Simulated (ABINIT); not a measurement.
# A GW chain in ABINIT: BP (F-43m), part 2 of 3

How does a plane-wave GW calculation on BP (F-43m) run from the first input to the gap?

ABINIT 10.8.3; PBE and many-body steps on it, plane waves. Known limits of the many-body steps: not at the basis limit.

So far. Step 2 (Ground state): The gap is indirect, with the least direct gap 2.13 eV higher.

**3. Bands along the symmetry lines**

Level of this step: DFT, PBE, plane waves, norm-conserving pseudopotentials (ABINIT).

Levels along a band path, at the cheap level, show where the edges lie and whether the meshes to come will hold them.

The input, run.abi:

```
acell 3*1.0 Angstrom
rprim 
  0.000000000000 2.269000000000 2.269000000000
  2.269000000000 0.000000000000 2.269000000000
  2.269000000000 2.269000000000 0.000000000000
ntypat 2
znucl 5 15
natom 2
typat 1 2
xred 
  0.000000000000 0.000000000000 0.000000000000
  0.250000000000 0.250000000000 0.250000000000
pp_dirpath "pseudos"
pseudos "B.upf, P.upf"
ecut 34
iscf -2
irdden 1
kptopt 0
nkpt 50
kpt 
  0.00000000 0.00000000 0.00000000
  -0.06250000 -0.06250000 0.00000000
  -0.12500000 -0.12500000 0.00000000
  -0.18750000 -0.18750000 0.00000000
  -0.25000000 -0.25000000 0.00000000
  -0.31250000 -0.31250000 0.00000000
  -0.37500000 -0.37500000 0.00000000
  -0.43750000 -0.43750000 0.00000000
  -0.50000000 -0.50000000 0.00000000
  -0.48437500 -0.48437500 0.03125000
  -0.46875000 -0.46875000 0.06250000
  -0.45312500 -0.45312500 0.09375000
  -0.43750000 -0.43750000 0.12500000
  -0.42187500 -0.42187500 0.15625000
  -0.40625000 -0.40625000 0.18750000
  -0.39062500 -0.39062500 0.21875000
  -0.37500000 -0.37500000 0.25000000
  -0.37500000 0.00000000 0.37500000
  -0.32812500 0.00000000 0.32812500
  -0.28125000 0.00000000 0.28125000
  -0.23437500 0.00000000 0.23437500
  -0.18750000 0.00000000 0.18750000
  -0.14062500 0.00000000 0.14062500
  -0.09375000 0.00000000 0.09375000
  -0.04687500 0.00000000 0.04687500
  0.00000000 0.00000000 0.00000000
  0.00000000 0.00000000 0.06250000
  0.00000000 0.00000000 0.12500000
  0.00000000 0.00000000 0.18750000
  0.00000000 0.00000000 0.25000000
  0.00000000 0.00000000 0.31250000
  0.00000000 0.00000000 0.37500000
  0.00000000 0.00000000 0.43750000
  0.00000000 0.00000000 0.50000000
  -0.06250000 -0.03125000 0.46875000
  -0.12500000 -0.06250000 0.43750000
  -0.18750000 -0.09375000 0.40625000
  -0.25000000 -0.12500000 0.37500000
  -0.31250000 -0.15625000 0.34375000
  -0.37500000 -0.18750000 0.31250000
  -0.43750000 -0.21875000 0.28125000
  -0.50000000 -0.25000000 0.25000000
  -0.50000000 -0.28125000 0.21875000
  -0.50000000 -0.31250000 0.18750000
  -0.50000000 -0.34375000 0.15625000
  -0.50000000 -0.37500000 0.12500000
  -0.50000000 -0.40625000 0.09375000
  -0.50000000 -0.43750000 0.06250000
  -0.50000000 -0.46875000 0.03125000
  -0.50000000 -0.50000000 0.00000000
istwfk *1
nband 11
nbdbuf 2
tolwfr 1e-08
nstep 40
prtwf 0
prtvol 0
indata_prefix "in"
outdata_prefix "out"
tmpdata_prefix "tmp"
```

Run with:

```console
$ OMP_NUM_THREADS=1 mpirun -n 4 abinit run.abi > log
```

Numbers of over 12 decimals in the logs are rounded to 6 here.

The program printed:

```text
.Version 10.8.3 of ABINIT. v10.8.2 released Aug 2026.

 Symmetries : space group F-4 3 m (#216); Bravais cF (face-center cubic)
[... echo of the input left out ...]
== DATASET  1 ==================================================================
-   mpi_nproc: 4, omp_nthreads: 1 (-1 if OMP is not activated)

--- !DatasetInfo
iteration_state: {dtset: 1, }
dimensions: {natom: 2, nkpt: 50, mband: 11, nsppol: 1, nspinor: 1, nspden: 1, mpw: 1524, }
cutoff_energies: {ecut:  34.0, pawecutdg:  -1.0, }
electrons: {nelect:   8.00000000E+00, charge:   0.00000000E+00, occopt:   1.00000000E+00, tsmear:   1.00000000E-02, }

 Real(R)+Recip(G) space primitive vectors, cartesian coordinates (Bohr,Bohr^-1):
 R(1)=  0.0000000  4.2877886  4.2877886  G(1)= -0.1166102  0.1166102  0.1166102
 R(2)=  4.2877886  0.0000000  4.2877886  G(2)=  0.1166102 -0.1166102  0.1166102
 R(3)=  4.2877886  4.2877886  0.0000000  G(3)=  0.1166102  0.1166102 -0.1166102
 Unit cell volume ucvol=  1.5766311E+02 bohr^3
 Angles (23,13,12)=  6.00000000E+01  6.00000000E+01  6.00000000E+01 degrees

 getcut: wavevector=  0.0000  0.0000  0.0000  ngfft=  32  32  32
         ecut(hartree)=     34.000   => boxcut(ratio)=   2.01047

--- Pseudopotential description ------------------------------------------------
- B Generated using ONCVPSP code by D. R. Hamann
-  5.00000   3.00000  171031                  znucl, zion, pspdat
12 -101130 1 -1 1534                          pspcod,pspxc,lmax,lloc,mmax
     nproj     2     2     0
  pspatm : epsatm=    3.38844616
         --- l  ekb(1:nproj) -->
             0    8.382104    1.234201
             1   -3.719492   -0.867526
 pspatm: atomic psp has been read  and splines computed

- P Generated using ONCVPSP code by D. R. Hamann
- 15.00000   5.00000  171031                  znucl, zion, pspdat
12 -101130 2 -1 1298                          pspcod,pspxc,lmax,lloc,mmax
     nproj     2     2     2
  pspatm : epsatm=    8.05910421
         --- l  ekb(1:nproj) -->
             0    6.598722    1.052341
[...]
pspatm: atomic psp has been read  and splines computed

--------------------------------------------------------------------------------

================================================================================
 prteigrs : about to open file out_EIG
 Non-SCF case, kpt    1 (  0.00000  0.00000  0.00000), residuals and eigenvalues=
  2.07E-09  2.03E-09  2.54E-09  7.57E-09  9.91E-10  7.95E-09  8.75E-09  2.09E-09
[...]
-3.0111E-01  2.6701E-01  2.6701E-01  2.6701E-01  3.9220E-01  3.9220E-01
  3.9220E-01  5.3740E-01  6.9047E-01  7.0970E-01  7.0970E-01
 Non-SCF case, kpt    2 ( -0.06250 -0.06250  0.00000), residuals and eigenvalues=
  4.40E-09  2.39E-09  4.87E-09  9.99E-09  1.46E-09  4.38E-09  3.97E-09  3.31E-09
[...]
-2.9765E-01  2.5282E-01  2.5282E-01  2.5505E-01  3.8534E-01  4.1020E-01
[...]
3.54E-09  2.57E-09  3.37E-09  7.93E-09  3.89E-09  3.70E-09  8.59E-09  5.77E-09
[...]
-2.8732E-01  2.2366E-01  2.2386E-01  2.2386E-01  3.6930E-01  4.5040E-01
  4.5040E-01  5.4631E-01  6.4728E-01  7.2434E-01  7.3398E-01
[...]
Non-SCF case, kpt   49 ( -0.50000 -0.46875  0.03125), residuals and eigenvalues=
[...]
-1.2244E-01 -4.7675E-02  1.1332E-01  1.1345E-01  3.2073E-01  3.3283E-01
  7.0552E-01  7.0931E-01  8.1682E-01  8.6372E-01  9.1210E-01
 Non-SCF case, kpt   50 ( -0.50000 -0.50000  0.00000), residuals and eigenvalues=
[...]
-1.2278E-01 -4.8232E-02  1.1583E-01  1.1583E-01  3.1652E-01  3.2827E-01
  7.1044E-01  7.1044E-01  8.2597E-01  8.7270E-01  9.2368E-01

--- !ResultsGS
iteration_state: {dtset: 1, }
comment   : Summary of ground state results
lattice_vectors:
- [  0.0000000,   4.2877886,   4.2877886, ]
- [  4.2877886,   0.0000000,   4.2877886, ]
- [  4.2877886,   4.2877886,   0.0000000, ]
lattice_lengths: [   6.06385,    6.06385,    6.06385, ]
lattice_angles: [ 60.000,  60.000,  60.000, ] # degrees, (23, 13, 12)
lattice_volume:   1.5766311E+02
convergence: {deltae:  0.000E+00, res2:  0.000E+00, residm:  9.993E-09, diffor:  0.000E+00, }
etotal    :  -9.89670974E+00
entropy   :   0.00000000E+00
fermie    :   2.67006735E-01
cartesian_stress_tensor: null
pressure_GPa: null
xred      :
- [  0.0000E+00,   0.0000E+00,   0.0000E+00,  B]
- [  2.5000E-01,   2.5000E-01,   2.5000E-01,  P]
cartesian_forces: null
force_length_stats: {min: null, max: null, mean: null, }

 Integrated electronic density in atomic spheres:
 ------------------------------------------------
 Atom  Sphere_radius  Integrated_density
[...]
================================================================================

 ----iterations are completed or convergence reached----

 Mean square residual over all n,k,spin=   47.323E-10; max=  99.929E-10
 reduced coordinates (array xred) for    2 atoms
[...]
cartesian coordinates (angstrom) at end:
    1      0.000000     0.000000     0.000000
    2      1.134500     1.134500     1.134500
 length scales=  1.889726125908  1.889726125908  1.889726125908 bohr
              =  1.000000000000  1.000000000000  1.000000000000 angstroms
 prteigrs : about to open file out_EIG
 Eigenvalues (hartree) for nkpt=  50  k points:
 kpt#   1, nband= 11, wtk=  1.00000, kpt=  0.0000  0.0000  0.0000 (reduced coord)
[...]
kpt#   2, nband= 11, wtk=  1.00000, kpt= -0.0625 -0.0625  0.0000 (reduced coord)
[...]
kpt#   3, nband= 11, wtk=  1.00000, kpt= -0.1250 -0.1250  0.0000 (reduced coord)
[...]
kpt#  49, nband= 11, wtk=  1.00000, kpt= -0.5000 -0.4687  0.0313 (reduced coord)
  -0.12244   -0.04767    0.11332    0.11345    0.32073    0.33283    0.70552    0.70931
   0.81682    0.86372    0.91210
 kpt#  50, nband= 11, wtk=  1.00000, kpt= -0.5000 -0.5000  0.0000 (reduced coord)
  -0.12278   -0.04823    0.11583    0.11583    0.31652    0.32827    0.71044    0.71044
   0.82597    0.87270    0.92368

== END DATASET(S) ==============================================================
================================================================================

 -outvars: echo values of variables after computation  --------
            nband          11
             nkpt          50
          spgroup         216
 [... the other variables as echoed above ...]

 Calculation completed.
```

It took 3.1 s on 4 MPI ranks of Intel Xeon 6975P-C (Granite Rapids), shared host; peak memory 0.27 GiB.

Numbers from this step:

- gap: 1.260 eV
- k of the valence top: 0, 0, 0
- k of the conduction bottom: -0.4375, -0.4375, 0
- least direct gap: 3.407 eV

The gap is 1.260 eV, −0.020 eV from the run before at this level.

The electronic bands at the labelled points (eV, zero at the top of the highest filled band; v1 is the highest filled band, c1 the lowest empty one):

```tsv
point	v4	v3	v2	v1	c1	c2	c3	c4
Γ	-15.46	0.00	0.00	0.00	3.41	3.41	3.41	7.36
halfway	-13.98	-3.69	-2.73	-2.73	1.82	4.96	7.71	7.71
X	-10.61	-8.58	-4.11	-4.11	1.35	1.67	12.07	12.07
halfway	-10.55	-8.46	-5.05	-3.96	1.65	3.01	11.32	11.62
U	-10.61	-8.16	-6.22	-3.50	2.16	6.00	9.71	10.59
jump to K	-10.61	-8.16	-6.22	-3.50	2.16	6.00	9.71	10.59
halfway	-13.81	-4.91	-3.87	-1.08	4.56	5.09	6.13	8.30
Γ	-15.46	0.00	0.00	0.00	3.41	3.41	3.41	7.36
halfway	-14.35	-4.84	-1.12	-1.12	4.00	4.76	4.76	9.60
L	-12.14	-9.03	-1.76	-1.76	3.78	4.72	4.72	10.13
halfway	-11.48	-8.44	-4.52	-3.11	4.19	5.20	8.29	9.77
W	-10.33	-8.05	-5.67	-5.47	5.33	6.77	7.23	7.45
halfway	-10.48	-8.36	-4.93	-4.86	2.90	3.37	10.21	10.99
X	-10.61	-8.58	-4.11	-4.11	1.35	1.67	12.07	12.07
```

The electronic bands as a text plot (rows in eV, shown from -8.0 to 7.3 only):

```
    6.9 |                   ++++                     +    +
    6.3 |    +            +   +++                       ++
    5.7 |                                           +  +   +
    5.0 |  ++ ++         +      +++         +++++ +++++ +++++
    4.4 |                       +++++      +     +++ +++    +
    3.8 | +     ++      +     ++   +++  +++++++++++++
    3.1 |++            +    ++        ++                     +
    2.5 |  +++    +        +                                  +
    1.9 |     ++   ++++++++                                    ++
    1.2 |       +++++++                                         +
    0.6 |
   -0.1 |**                        ******
   -0.7 | *                      **  *  ****
   -1.3 |  **                   *  **       ****
   -2.0 |    *                **   **    **     *****
   -2.6 |    ***            **   **                 **
   -3.2 |       **        **     **        *          *
   -3.9 |     **  ********      *                    * *        *
   -4.5 |             *                               * *     **
   -5.1 |       **     **     ***           *          * * ***
   -5.8 |                *  **                          ****
   -6.4 |         *       **  **             **
   -7.0 |                   **
   -7.7 |          **      *                   *
         Γ           X  U|K            Γ         L        W     X
```

**4. Empty states on the mesh, 6×6×6 mesh, 185 bands**

The sums over transitions need many empty states on a uniform mesh; this step solves for them.

The input, run.abi:

```
acell 3*1.0 Angstrom
rprim 
  0.000000000000 2.269000000000 2.269000000000
  2.269000000000 0.000000000000 2.269000000000
  2.269000000000 2.269000000000 0.000000000000
ntypat 2
znucl 5 15
natom 2
typat 1 2
xred 
  0.000000000000 0.000000000000 0.000000000000
  0.250000000000 0.250000000000 0.250000000000
pp_dirpath "pseudos"
pseudos "B.upf, P.upf"
ecut 34
ngkpt 6 6 6
nshiftk 1
shiftk 0 0 0
kptopt 1
chksymbreak 0
irdden 1
istwfk *1
nband 185
prtvol 0
optdriver 6
gwr_task "HDIAGO"
paral_kgb 0
occopt 1
indata_prefix "in"
outdata_prefix "out"
tmpdata_prefix "tmp"
```

The program printed:

```text
[banner, memory and clock lines left out]
.Version 10.8.3 of ABINIT. v10.8.2 released Aug 2026.

 Symmetries : space group F-4 3 m (#216); Bravais cF (face-center cubic)
[... echo of the input left out ...]
== DATASET  1 ==================================================================
-   mpi_nproc: 4, omp_nthreads: 1 (-1 if OMP is not activated)

--- !DatasetInfo
iteration_state: {dtset: 1, }
dimensions: {natom: 2, nkpt: 16, mband: 185, nsppol: 1, nspinor: 1, nspden: 1, mpw: 1524, }
cutoff_energies: {ecut:  34.0, pawecutdg:  -1.0, }
electrons: {nelect:   8.00000000E+00, charge:   0.00000000E+00, occopt:   1.00000000E+00, tsmear:   1.00000000E-02, }

.Using double precision arithmetic; gwpc =  8

- Reading GS density from: in_DEN

--- Pseudopotential description ------------------------------------------------
- B Generated using ONCVPSP code by D. R. Hamann
-  5.00000   3.00000  171031                  znucl, zion, pspdat
12 -101130 1 -1 1534                          pspcod,pspxc,lmax,lloc,mmax
     nproj     2     2     0
  pspatm : epsatm=    3.38844616
         --- l  ekb(1:nproj) -->
             0    8.382104    1.234201
             1   -3.719492   -0.867526
 pspatm: atomic psp has been read  and splines computed

- P Generated using ONCVPSP code by D. R. Hamann
- 15.00000   5.00000  171031                  znucl, zion, pspdat
12 -101130 2 -1 1298                          pspcod,pspxc,lmax,lloc,mmax
     nproj     2     2     2
  pspatm : epsatm=    8.05910421
         --- l  ekb(1:nproj) -->
             0    6.598722    1.052341
             1    3.369366    0.884600
             2   -3.154982   -0.827415
 pspatm: atomic psp has been read  and splines computed

   9.15804030E+01                                ecore*ucvol(ha*bohr**3)

 Total charge density [el/Bohr^3]
)     Maximum=    1.4295E-01  at reduced coord.    0.1563    0.1563    0.5313
)     Minimum=    1.0033E-03  at reduced coord.    0.2500    0.2500    0.2500
   Integrated=    8.0000E+00

 === KS gaps after direct diagonalization ===
 Indirect band gap semiconductor
 Fundamental gap:     1.347 (eV)
   VBM:     7.266 (eV) at k: [ 0.0000E+00,  0.0000E+00,  0.0000E+00]
   CBM:     8.613 (eV) at k: [ 5.0000E-01,  5.0000E-01,  0.0000E+00]
 Direct gap:         3.407 (eV) at k: [ 0.0000E+00,  0.0000E+00,  0.0000E+00]

== END DATASET(S) ==============================================================

 -outvars: echo values of variables after computation  --------
           etotal      0.0000000000E+00
            nband         185
             nkpt          16
          spgroup         216
 [... the other variables as echoed above ...]

 Calculation completed.
```

The job ended after 7.7 s (4 MPI ranks; peak memory 0.6 GiB).

Numbers from this step:

```
gap                                                           : 1.347 eV
k of the valence top                                          : 0, 0, 0
k of the conduction bottom                                    : 0.5, 0.5, 0
least direct gap                                              : 3.407 eV
k points computed                                             : 16
lowest point of the top converged band, above the valence top : 199.9429 eV
```

On this mesh the gap is 1.347 eV. The earlier step found 1.280 eV, so this mesh misses an edge.

**5. Screening, 6×6×6 mesh, 177 bands, screening to 261.2 eV**

The RPA dielectric matrix is built and inverted for each q.

This step: RPA screening on PBE, plane waves, norm-conserving pseudopotentials.

Edit run.abi of step 4 so:

```diff
@@ -20,10 +20,11 @@
 chksymbreak 0
-irdden 1
 istwfk *1
-nband 185
-prtvol 0
-optdriver 6
-gwr_task "HDIAGO"
-paral_kgb 0
 occopt 1
+irdwfk 1
+optdriver 3
+nband 177
+ecuteps 9.6
+inclvkb 2
+awtr 1
+symchi 1
 indata_prefix "in"
```

The program printed:

```text
.Version 10.8.3 of ABINIT. v10.8.2 released Aug 2026.

 Symmetries : space group F-4 3 m (#216); Bravais cF (face-center cubic)
[... echo of the input left out ...]
== DATASET  1 ==================================================================
-   mpi_nproc: 4, omp_nthreads: 1 (-1 if OMP is not activated)

--- !DatasetInfo
iteration_state: {dtset: 1, }
dimensions: {natom: 2, nkpt: 16, mband: 177, nsppol: 1, nspinor: 1, nspden: 1, mpw: 1524, }
cutoff_energies: {ecut:  34.0, pawecutdg:  -1.0, }
electrons: {nelect:   8.00000000E+00, charge:   0.00000000E+00, occopt:   1.00000000E+00, tsmear:   1.00000000E-02, }

 SCREENING: Calculation of the susceptibility and dielectric matrices

 Based on a program developped by R.W. Godby, V. Olevano, G. Onida, and L. Reining.
 Incorporated in ABINIT by V. Olevano, G.-M. Rignanese, and M. Torrent.
.Using double precision arithmetic ; gwpc =  8

[... cell and pseudopotentials left out ...]
--------------------------------------------------------------------------------

 ==== K-mesh for the wavefunctions ====
 Number of points in the irreducible wedge :    16
[... list of points left out ...]
 Together with 24 symmetry operations and time-reversal symmetry
 yields   216 points in the full Brillouin Zone.

 ==== Q-mesh for the screening function ====
 Number of points in the irreducible wedge :    16
[... list of points left out ...]
 Together with 24 symmetry operations and time-reversal symmetry
 yields   216 points in the full Brillouin Zone.

 setmesh: FFT mesh size selected  =    25x   25x   25
          total number of points  =        15625

 vcoul_init : cutoff-mode = AUXILIARY_FUNCTION
 q-points for optical limit:   1
     1)      0.000010    0.000020    0.000030

- screening: taking advantage of time-reversal symmetry
- Maximum band index for partially occupied states nbvw = 4
- Remaining bands to be divided among processors   nbcw = 173
- Number of bands treated by each node ~43

 Number of electrons calculated from density =    8.0000; Expected =    8.0000
 average of density, n =  0.050741
 r_s =    1.6757
 omega_plasma =   21.7288 [eV]

 calculating chi0 at frequencies [eV] :
  1    0.000000E+00    0.000000E+00
  2    0.000000E+00    2.172879E+01

--------------------------------------------------------------------------------
  q-point number  1        q = ( 0.000000, 0.000000, 0.000000) [r.l.u.]
--------------------------------------------------------------------------------
[... chi0 elements left out ...]
 For q-point:  0.000010 0.000020 0.000030
  dielectric constant =   9.7375
  dielectric constant without local fields =  10.6503

  Average fulfillment of the sum rule on Im[epsilon] for q-point    1 :     94.85  [%]
[... wings left out ...]
  q-point number  2        q = ( 0.166667, 0.000000, 0.000000) [r.l.u.]
--------------------------------------------------------------------------------
[... chi0 elements left out ...]
  Average fulfillment of the sum rule on Im[epsilon] for q-point    2 :     95.93  [%]

 [... 14 further q-points ...]
```

Run time: 59 s. Hardware: 4 MPI ranks; peak memory 1.2 GiB.

Numbers from this step:

```
ε∞ with local fields, on this mesh, along the program's q direction : 9.738
the same without local fields                                       : 10.65
plasma frequency                                                    : 21.73 eV
plane waves in the screening matrix                                 : 229
```

Local fields lower ε∞ by 9 %.

(Part 2 of 3 ends here.)

[Paths, hosts, dates, memory and timing lines, banners, echoed tables and standing remarks are left out of the program output.]

[Logs are printed without paths, hosts, clocks, repeated set-up lines and the standing remarks that a program may print on its own settings, such as how far it seeks lower states.]

[Runs of the session that timed out or met a known fault of the program may be left out.]

[Hosts, paths, dates, database ids (printed as entryN), source tags and the programs' standing remarks are cut or masked in the printed files.]

[G0W0 gaps are taken among the corrected bands and points alone; a level outside them can change the order at an edge.]

[Where Ansatz stands beside ABINIT at settings called matched, ABINIT's density can come from a denser mesh and the files from another edition; pairs whose starting gaps differed by over 0.03 eV were left out, so agreement reads better than it is.]
